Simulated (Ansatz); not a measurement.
Planning a run of Ansatz 0.2.0 on CdCu2GeSe4 (I-42m). The input:

```yaml
crystal:
  lattice:
    - [-2.8741, 2.8741, 5.52665]
    - [2.8741, -2.8741, 5.52665]
    - [2.8741, 2.8741, -5.52665]
  atoms:
    - { symbol: Cd, position: [0.0, 0.0, 0.0] }
    - { symbol: Cu, position: [0.25, 0.75, 0.5] }
    - { symbol: Cu, position: [0.75, 0.25, 0.5] }
    - { symbol: Ge, position: [0.5, 0.5, 0.0] }
    - { symbol: Se, position: [0.4042, 0.4042, 0.541] }
    - { symbol: Se, position: [0.5958, 0.1368, 0.0] }
    - { symbol: Se, position: [0.8632, 0.8632, 0.459] }
    - { symbol: Se, position: [0.1368, 0.5958, 0.0] }
kpoints:
  mp_grid: { grid: [6, 6, 6] }
hamiltonian:
  xc: r2scan
  pseudopotentials: { kind: paw, azcp: { folder: soft_1 } }
scf:
  occupations: { method: fixed }
  n_extra_bands: 125
output:
  optics: { e_range: [0, 25], de: 0.1, sigma: 0.2 }
```

```sh
ansatz run input.yaml --threads 24 --pin off --max-ram 82944MiB --backend cuda --events-out ev --progress --plain --runs-dir out --devices 1 --max-vram 78GiB
```

**Question.** How long will it take on 1 × NVIDIA GB200 (shared by 2 runs) with 24 threads of Arm Neoverse V2, shared host, and how much memory?

It took 35 s; on shared hardware allow 18 s to 71 s. Peak host memory was 6.2 GiB.

[Paths, hosts, dates, memory and timing lines, banners, echoed tables and standing remarks are left out of the program output.]

[Logs are printed without paths, hosts, clocks, repeated set-up lines and the standing remarks that a program may print on its own settings, such as how far it seeks lower states.]

[Runs of the session that timed out or met a known fault of the program may be left out.]

[Cells called generated may have been cut or substituted from an entry of the Crystallography Open Database or the Materials Project.]

[Hosts, paths, dates, database ids (printed as entryN), source tags and the programs' standing remarks are cut or masked in the printed files.]
